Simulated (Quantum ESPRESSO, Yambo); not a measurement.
# LuBi2O4Cl (P4/mmm): G0W0 with Yambo, start to end, part 2 of 3

How does a plane-wave GW calculation on LuBi2O4Cl (P4/mmm) run from the first input to the gap?

Quantum ESPRESSO 7.5 and Yambo 5.3.0; PBEsol and many-body steps on it, plane waves. Known limits of the many-body steps: not at the basis limit; no spin-orbit coupling; coarse k mesh.

So far. Step 2 (Ground state): The gap is indirect, with the least direct gap 0.39 eV higher.

**3. Bands along the symmetry lines**

Level of this step: DFT, PBEsol, plane waves, norm-conserving pseudopotentials (Quantum ESPRESSO).

Levels along a band path, at the cheap level, show where the edges lie and whether the meshes to come will hold them.

Input file pw.in:

```
&control
  calculation = 'bands'
  prefix = 'x'
  outdir = 'o'
  pseudo_dir = 'pseudo'
/
&system
  ibrav = 0
  nat = 8
  ntyp = 4
  ecutwfc = 92.0
  nbnd = 57
  force_symmorphic = .true.
/
&electrons
  conv_thr = 1e-9
  electron_maxstep = 80
  diago_full_acc = .true.
  diago_thr_init = 5e-6
/
ATOMIC_SPECIES
  Lu 174.97 Lu.upf
  Bi 208.98 Bi.upf
  Cl 35.45 Cl.upf
  O 15.999 O.upf
CELL_PARAMETERS angstrom
  3.8232000000 0.0000000000 0.0000000000
  0.0000000000 3.8232000000 0.0000000000
  0.0000000000 0.0000000000 8.8560000000
ATOMIC_POSITIONS crystal
  Lu 0.0000000000 0.0000000000 0.0000000000
  Bi 0.5000000000 0.5000000000 0.7193000000
  Bi 0.5000000000 0.5000000000 0.2807000000
  Cl 0.0000000000 0.0000000000 0.5000000000
  O 0.5000000000 0.0000000000 0.8480000000
  O 0.0000000000 0.5000000000 0.8480000000
  O 0.5000000000 0.0000000000 0.1520000000
  O 0.0000000000 0.5000000000 0.1520000000
K_POINTS crystal
  75
  0.00000000 0.00000000 0.00000000 1
  0.00000000 0.06250000 0.00000000 1
  0.00000000 0.12500000 0.00000000 1
  0.00000000 0.18750000 0.00000000 1
  0.00000000 0.25000000 0.00000000 1
  0.00000000 0.31250000 0.00000000 1
  0.00000000 0.37500000 0.00000000 1
  0.00000000 0.43750000 0.00000000 1
  0.00000000 0.50000000 0.00000000 1
  0.06250000 0.50000000 0.00000000 1
  0.12500000 0.50000000 0.00000000 1
  0.18750000 0.50000000 0.00000000 1
  0.25000000 0.50000000 0.00000000 1
  0.31250000 0.50000000 0.00000000 1
  0.37500000 0.50000000 0.00000000 1
  0.43750000 0.50000000 0.00000000 1
  0.50000000 0.50000000 0.00000000 1
  0.43750000 0.43750000 0.00000000 1
  0.37500000 0.37500000 0.00000000 1
  0.31250000 0.31250000 0.00000000 1
  0.25000000 0.25000000 0.00000000 1
  0.18750000 0.18750000 0.00000000 1
  0.12500000 0.12500000 0.00000000 1
  0.06250000 0.06250000 0.00000000 1
  0.00000000 0.00000000 0.00000000 1
  0.00000000 0.00000000 0.06250000 1
  0.00000000 0.00000000 0.12500000 1
  0.00000000 0.00000000 0.18750000 1
  0.00000000 0.00000000 0.25000000 1
  0.00000000 0.00000000 0.31250000 1
  0.00000000 0.00000000 0.37500000 1
  0.00000000 0.00000000 0.43750000 1
  0.00000000 0.00000000 0.50000000 1
  0.00000000 0.06250000 0.50000000 1
  0.00000000 0.12500000 0.50000000 1
  0.00000000 0.18750000 0.50000000 1
  0.00000000 0.25000000 0.50000000 1
  0.00000000 0.31250000 0.50000000 1
  0.00000000 0.37500000 0.50000000 1
  0.00000000 0.43750000 0.50000000 1
  0.00000000 0.50000000 0.50000000 1
  0.06250000 0.50000000 0.50000000 1
  0.12500000 0.50000000 0.50000000 1
  0.18750000 0.50000000 0.50000000 1
  0.25000000 0.50000000 0.50000000 1
  0.31250000 0.50000000 0.50000000 1
  0.37500000 0.50000000 0.50000000 1
  0.43750000 0.50000000 0.50000000 1
  0.50000000 0.50000000 0.50000000 1
  0.43750000 0.43750000 0.50000000 1
  0.37500000 0.37500000 0.50000000 1
  0.31250000 0.31250000 0.50000000 1
  0.25000000 0.25000000 0.50000000 1
  0.18750000 0.18750000 0.50000000 1
  0.12500000 0.12500000 0.50000000 1
  0.06250000 0.06250000 0.50000000 1
  0.00000000 0.00000000 0.50000000 1
  0.00000000 0.50000000 0.00000000 1
  0.00000000 0.50000000 0.06250000 1
  0.00000000 0.50000000 0.12500000 1
  0.00000000 0.50000000 0.18750000 1
  0.00000000 0.50000000 0.25000000 1
  0.00000000 0.50000000 0.31250000 1
  0.00000000 0.50000000 0.37500000 1
  0.00000000 0.50000000 0.43750000 1
  0.00000000 0.50000000 0.50000000 1
  0.50000000 0.50000000 0.00000000 1
  0.50000000 0.50000000 0.06250000 1
  0.50000000 0.50000000 0.12500000 1
  0.50000000 0.50000000 0.18750000 1
  0.50000000 0.50000000 0.25000000 1
  0.50000000 0.50000000 0.31250000 1
  0.50000000 0.50000000 0.37500000 1
  0.50000000 0.50000000 0.43750000 1
  0.50000000 0.50000000 0.50000000 1
```

Started as:

```
$ OMP_NUM_THREADS=1 mpirun -n 8 pw.x -nk 8 -in pw.in > pw.out
```

What it wrote:

```text
[banner, memory and clock lines left out]
Program PWSCF v.7.5 starts

     Atomic positions and unit cell read from directory:
     o/x.save/

     Message from routine setup:
     using ibrav=0 with symmetry is DISCOURAGED, use correct ibrav instead

     G-vector sticks info

     bravais-lattice index     =            0
     lattice parameter (alat)  =       7.2248  a.u.
     unit-cell volume          =     873.5510 (a.u.)^3
     number of atoms/cell      =            8
     number of atomic types    =            4
     number of electrons       =       102.00
     number of Kohn-Sham states=           57
     kinetic-energy cutoff     =      92.0000  Ry
     charge density cutoff     =     368.0000  Ry
     Exchange-correlation= PBESOL
                           (   1   4  10   8   0   0   0)

     celldm(1)=   7.224801  celldm(2)=   0.000000  celldm(3)=   0.000000
     celldm(4)=   0.000000  celldm(5)=   0.000000  celldm(6)=   0.000000

     crystal axes: (cart. coord. in units of alat)
               a(1) = (   1.000000   0.000000   0.000000 )
               a(2) = (   0.000000   1.000000   0.000000 )
               a(3) = (   0.000000   0.000000   2.316384 )

     reciprocal axes: (cart. coord. in units 2 pi/alat)
               b(1) = (  1.000000  0.000000  0.000000 )
               b(2) = (  0.000000  1.000000  0.000000 )
               b(3) = (  0.000000  0.000000  0.431707 )
     Pseudo is Norm-conserving + core correction, Zval = 25.0
     Generated using ONCVPSP code by D. R. Hamann
     Using radial grid of 2008 points,  8 beta functions with:
     Pseudo is Norm-conserving + core correction, Zval = 23.0
     Generated using ONCVPSP code by D. R. Hamann
     Using radial grid of 1472 points,  6 beta functions with:
     Pseudo is Norm-conserving + core correction, Zval =  7.0
     Generated using ONCVPSP code by D. R. Hamann
     Using radial grid of 1028 points,  6 beta functions with:
     Pseudo is Norm-conserving + core correction, Zval =  6.0
     Generated using ONCVPSP code by D. R. Hamann
     Using radial grid of  936 points,  5 beta functions with:
     Lu               25.00   174.97000     Lu( 1.00)
     Bi               23.00   208.98000     Bi( 1.00)
     Cl                7.00    35.45000     Cl( 1.00)
     O                 6.00    15.99900     O ( 1.00)

     16 Sym. Ops., with inversion, found

   Cartesian axes

     site n.     atom                  positions (alat units)
         1        Lu     tau(   1) = (   0.0000000   0.0000000   0.0000000  )
         2        Bi     tau(   2) = (   0.5000000   0.5000000   1.6661751  )
         3        Bi     tau(   3) = (   0.5000000   0.5000000   0.6502090  )
         4        Cl     tau(   4) = (   0.0000000   0.0000000   1.1581921  )
         5        O      tau(   5) = (   0.5000000   0.0000000   1.9642938  )
         6        O      tau(   6) = (   0.0000000   0.5000000   1.9642938  )
         7        O      tau(   7) = (   0.5000000   0.0000000   0.3520904  )
         8        O      tau(   8) = (   0.0000000   0.5000000   0.3520904  )

     number of k points=    75
                       cart. coord. in units 2pi/alat
        k(    1) = (   0.0000000   0.0000000   0.0000000), wk =   0.0266667
        k(    2) = (   0.0000000   0.0625000   0.0000000), wk =   0.0266667
        k(    3) = (   0.0000000   0.1250000   0.0000000), wk =   0.0266667
[...]
[... 63 further rows ...]
        k(   74) = (   0.5000000   0.5000000   0.1888720), wk =   0.0266667
        k(   75) = (   0.5000000   0.5000000   0.2158537), wk =   0.0266667

     Dense  grid:   104163 G-vectors     FFT dimensions: (  45,  45, 108)

     The potential is recalculated from file :
     o/x.save/charge-density

     Starting wfcs are   63 randomized atomic wfcs

     Band Structure Calculation

     End of band structure calculation

          k = 0.0000 0.0000 0.0000 ( 12987 PWs)   bands (ev):

  -141.4544-141.4544 -79.4995 -79.4994 -79.4810 -79.4810 -79.4810 -79.4810
   -42.5362 -13.4111 -13.2371 -13.2371 -11.0374 -11.0322 -10.8410 -10.8281
   -10.8281 -10.8233 -10.8233 -10.8168 -10.7489 -10.7483  -7.2263  -6.5318
    -4.8481  -4.4747  -3.1621   2.4723   2.7197   6.6342   6.6342   6.8323
[...]
17.1946

          k = 0.0000 0.0625 0.0000 ( 13000 PWs)   bands (ev):

  -141.4544-141.4544 -79.4995 -79.4994 -79.4810 -79.4810 -79.4810 -79.4810
[...]
16.9036

          k = 0.0000 0.1250 0.0000 ( 12988 PWs)   bands (ev):

  -141.4544-141.4544 -79.4995 -79.4994 -79.4810 -79.4810 -79.4810 -79.4809
[...]
16.8331

[...]
k = 0.5000 0.5000 0.1889 ( 13060 PWs)   bands (ev):

  -141.4544-141.4544 -79.4995 -79.4994 -79.4811 -79.4811 -79.4811 -79.4811
[...]
16.4746

          k = 0.5000 0.5000 0.2159 ( 13080 PWs)   bands (ev):

  -141.4544-141.4544 -79.4995 -79.4994 -79.4811 -79.4811 -79.4811 -79.4811
[...]
8.9219   8.9518   9.0112   9.0112   9.0477   9.1132   9.1132  10.1911
    10.2237  10.3721  11.2273  14.6542  14.6542  16.1608  16.1608  16.1921
    16.2861

     XML data file, pseudopotentials, collected wavefunctions
```

The job ended after 33 s (8 MPI ranks of Arm Neoverse V2, shared host; peak memory 1.3 GiB; 4.4 min of CPU time).

Numbers from this step:

```
gap                        : 1.125 eV
k of the valence top       : 0.5, 0.5, 0
k of the conduction bottom : 0, 0, 0
least direct gap           : 1.513 eV
```

The gap is 1.125 eV, as in the run before at this level.

The electronic bands at the labelled points (eV, zero at the top of the highest filled band):

| point | band 48 | band 49 | band 50 | band 51 | band 52 | band 53 | band 54 | band 55 |
| --- | --- | --- | --- | --- | --- | --- | --- | --- |
| Γ | -0.81 | -0.80 | -0.80 | -0.39 | 1.13 | 3.86 | 5.30 | 5.30 |
| halfway | -1.16 | -1.16 | -1.10 | -0.37 | 2.95 | 3.90 | 4.22 | 5.33 |
| X | -1.45 | -1.34 | -0.60 | -0.59 | 2.78 | 4.68 | 4.84 | 5.38 |
| halfway | -1.60 | -1.16 | -1.13 | -0.79 | 3.79 | 4.04 | 4.52 | 4.66 |
| M | -1.04 | -1.00 | -0.86 | 0.00 | 3.67 | 3.67 | 3.71 | 4.79 |
| halfway | -1.24 | -0.85 | -0.73 | -0.68 | 3.03 | 4.07 | 4.71 | 4.91 |
| Γ | -0.81 | -0.80 | -0.80 | -0.39 | 1.13 | 3.86 | 5.30 | 5.30 |
| halfway | -0.81 | -0.80 | -0.80 | -0.59 | 1.39 | 3.57 | 5.32 | 5.32 |
| Z | -0.81 | -0.80 | -0.80 | -0.79 | 1.67 | 3.25 | 5.35 | 5.35 |
| halfway | -1.16 | -1.07 | -1.02 | -0.48 | 3.35 | 3.43 | 4.43 | 5.39 |
| R | -1.49 | -1.48 | -1.13 | -0.29 | 3.55 | 4.52 | 4.88 | 5.30 |
| halfway | -1.62 | -1.34 | -1.15 | -0.82 | 3.90 | 3.97 | 4.28 | 4.32 |
| A | -1.04 | -1.00 | -0.86 | 0.00 | 3.43 | 3.43 | 4.93 | 4.93 |
| halfway | -1.66 | -0.86 | -0.75 | -0.66 | 3.61 | 4.02 | 4.22 | 4.45 |
| Z | -0.81 | -0.80 | -0.80 | -0.79 | 1.67 | 3.25 | 5.35 | 5.35 |
| jump to X | -1.45 | -1.34 | -0.60 | -0.59 | 2.78 | 4.68 | 4.84 | 5.38 |
| halfway | -1.47 | -1.47 | -0.92 | -0.36 | 3.09 | 4.77 | 4.99 | 5.01 |
| R | -1.49 | -1.48 | -1.13 | -0.29 | 3.55 | 4.52 | 4.88 | 5.30 |
| jump to M | -1.04 | -1.00 | -0.86 | 0.00 | 3.67 | 3.67 | 3.71 | 4.79 |
| halfway | -1.04 | -1.00 | -0.86 | 0.00 | 3.54 | 3.54 | 4.12 | 4.87 |
| A | -1.04 | -1.00 | -0.86 | 0.00 | 3.43 | 3.43 | 4.93 | 4.93 |

**4. Empty states on the mesh, 4×4×1 mesh, 241 bands**

The sums over transitions need many empty states on a uniform mesh; this step solves for them.

Input file pw.in:

```
&control
  calculation = 'nscf'
  prefix = 'x'
  outdir = 'o'
  pseudo_dir = 'pseudo'
/
&system
  ibrav = 0
  nat = 8
  ntyp = 4
  ecutwfc = 92.0
  nbnd = 241
  force_symmorphic = .true.
/
&electrons
  conv_thr = 1e-9
  electron_maxstep = 80
  diago_full_acc = .true.
  diago_thr_init = 5e-6
/
ATOMIC_SPECIES
  Lu 174.97 Lu.upf
  Bi 208.98 Bi.upf
  Cl 35.45 Cl.upf
  O 15.999 O.upf
CELL_PARAMETERS angstrom
  3.8232000000 0.0000000000 0.0000000000
  0.0000000000 3.8232000000 0.0000000000
  0.0000000000 0.0000000000 8.8560000000
ATOMIC_POSITIONS crystal
  Lu 0.0000000000 0.0000000000 0.0000000000
  Bi 0.5000000000 0.5000000000 0.7193000000
  Bi 0.5000000000 0.5000000000 0.2807000000
  Cl 0.0000000000 0.0000000000 0.5000000000
  O 0.5000000000 0.0000000000 0.8480000000
  O 0.0000000000 0.5000000000 0.8480000000
  O 0.5000000000 0.0000000000 0.1520000000
  O 0.0000000000 0.5000000000 0.1520000000
K_POINTS automatic
  4 4 1 0 0 0
```

Started as:

```
$ OMP_NUM_THREADS=1 mpirun -n 8 pw.x -nk 4 -in pw.in > pw.out
```

What it wrote:

```text
[banner, memory and clock lines left out]
Program PWSCF v.7.5 starts

     Atomic positions and unit cell read from directory:
     o/x.save/

     Message from routine setup:
     using ibrav=0 with symmetry is DISCOURAGED, use correct ibrav instead

     bravais-lattice index     =            0
     lattice parameter (alat)  =       7.2248  a.u.
     unit-cell volume          =     873.5510 (a.u.)^3
     number of atoms/cell      =            8
     number of atomic types    =            4
     number of electrons       =       102.00
     number of Kohn-Sham states=          241
     kinetic-energy cutoff     =      92.0000  Ry
     charge density cutoff     =     368.0000  Ry
     Exchange-correlation= PBESOL
                           (   1   4  10   8   0   0   0)

     celldm(1)=   7.224801  celldm(2)=   0.000000  celldm(3)=   0.000000
     celldm(4)=   0.000000  celldm(5)=   0.000000  celldm(6)=   0.000000

     crystal axes: (cart. coord. in units of alat)
               a(1) = (   1.000000   0.000000   0.000000 )
               a(2) = (   0.000000   1.000000   0.000000 )
               a(3) = (   0.000000   0.000000   2.316384 )

     reciprocal axes: (cart. coord. in units 2 pi/alat)
               b(1) = (  1.000000  0.000000  0.000000 )
               b(2) = (  0.000000  1.000000  0.000000 )
               b(3) = (  0.000000  0.000000  0.431707 )
     Pseudo is Norm-conserving + core correction, Zval = 25.0
     Generated using ONCVPSP code by D. R. Hamann
     Using radial grid of 2008 points,  8 beta functions with:
     Pseudo is Norm-conserving + core correction, Zval = 23.0
     Generated using ONCVPSP code by D. R. Hamann
     Using radial grid of 1472 points,  6 beta functions with:
     Pseudo is Norm-conserving + core correction, Zval =  7.0
     Generated using ONCVPSP code by D. R. Hamann
     Using radial grid of 1028 points,  6 beta functions with:
     Pseudo is Norm-conserving + core correction, Zval =  6.0
     Generated using ONCVPSP code by D. R. Hamann
     Using radial grid of  936 points,  5 beta functions with:
     Lu               25.00   174.97000     Lu( 1.00)
     Bi               23.00   208.98000     Bi( 1.00)
     Cl                7.00    35.45000     Cl( 1.00)
     O                 6.00    15.99900     O ( 1.00)

     16 Sym. Ops., with inversion, found

   Cartesian axes

     site n.     atom                  positions (alat units)
         1        Lu     tau(   1) = (   0.0000000   0.0000000   0.0000000  )
         2        Bi     tau(   2) = (   0.5000000   0.5000000   1.6661751  )
         3        Bi     tau(   3) = (   0.5000000   0.5000000   0.6502090  )
         4        Cl     tau(   4) = (   0.0000000   0.0000000   1.1581921  )
         5        O      tau(   5) = (   0.5000000   0.0000000   1.9642938  )
         6        O      tau(   6) = (   0.0000000   0.5000000   1.9642938  )
         7        O      tau(   7) = (   0.5000000   0.0000000   0.3520904  )
         8        O      tau(   8) = (   0.0000000   0.5000000   0.3520904  )

     number of k points=     6
                       cart. coord. in units 2pi/alat
        k(    1) = (   0.0000000   0.0000000   0.0000000), wk =   0.1250000
        k(    2) = (   0.0000000   0.2500000   0.0000000), wk =   0.5000000
        k(    3) = (   0.0000000  -0.5000000   0.0000000), wk =   0.2500000
        k(    4) = (   0.2500000   0.2500000   0.0000000), wk =   0.5000000
        k(    5) = (   0.2500000  -0.5000000   0.0000000), wk =   0.5000000
        k(    6) = (  -0.5000000  -0.5000000   0.0000000), wk =   0.1250000

     Dense  grid:   104163 G-vectors     FFT dimensions: (  45,  45, 108)

     The potential is recalculated from file :
     o/x.save/charge-density

     Starting wfcs are   63 randomized atomic wfcs +  178 random wfcs

     Band Structure Calculation

     End of band structure calculation

          k = 0.0000 0.0000 0.0000 ( 12987 PWs)   bands (ev):

  -141.4544-141.4544 -79.4995 -79.4995 -79.4810 -79.4810 -79.4810 -79.4810
   -42.5362 -13.4111 -13.2371 -13.2371 -11.0374 -11.0322 -10.8410 -10.8281
   -10.8281 -10.8233 -10.8233 -10.8168 -10.7489 -10.7483  -7.2263  -6.5318
    -4.8482  -4.4748  -3.1621   2.4723   2.7197   6.6342   6.6342   6.8323
[...]
[... 19 further rows ...]
[...]
77.5219

          k = 0.0000 0.2500 0.0000 ( 12982 PWs)   bands (ev):

  -141.4544-141.4544 -79.4995 -79.4994 -79.4810 -79.4810 -79.4810 -79.4809
[...]
[... 19 further rows ...]
[...]
76.9905

          k = 0.0000-0.5000 0.0000 ( 13050 PWs)   bands (ev):

  -141.4544-141.4544 -79.4995 -79.4994 -79.4811 -79.4811 -79.4809 -79.4809
[...]
25.3704  26.3567  26.9738  27.0985  28.2118  28.4167  28.6416  28.8783
     [... 19 further rows ...]
    75.2994  75.3482  75.3700  75.3979  75.9662  76.1615  76.6168  76.9842
    77.2244

          k = 0.2500 0.2500 0.0000 ( 13004 PWs)   bands (ev):

     [... further k-points ...]

     highest occupied, lowest unoccupied level (ev):    11.2274   12.3526

     XML data file, pseudopotentials, collected wavefunctions
```

Run time: 39 s. Hardware: 8 MPI ranks; peak memory 1.6 GiB.

This step gave:

| Quantity | Value |
| --- | --- |
| gap | 1.125 eV |
| k of the valence top | -0.5, -0.5, 0 |
| k of the conduction bottom | 0, 0, 0 |
| least direct gap | 1.513 eV |
| k points computed | 6 |
| lowest point of the top converged band, above the valence top | 65.5349 eV |

On this mesh the gap is 1.125 eV.

(Part 2 of 3 ends here.)

[Paths, hosts, dates, memory and timing lines, banners, echoed tables and standing remarks are left out of the program output.]

[Logs are printed without paths, hosts, clocks, repeated set-up lines and the standing remarks that a program may print on its own settings, such as how far it seeks lower states.]

[Runs of the session that timed out or met a known fault of the program may be left out.]

[Hosts, paths, dates, database ids (printed as entryN), source tags and the programs' standing remarks are cut or masked in the printed files.]
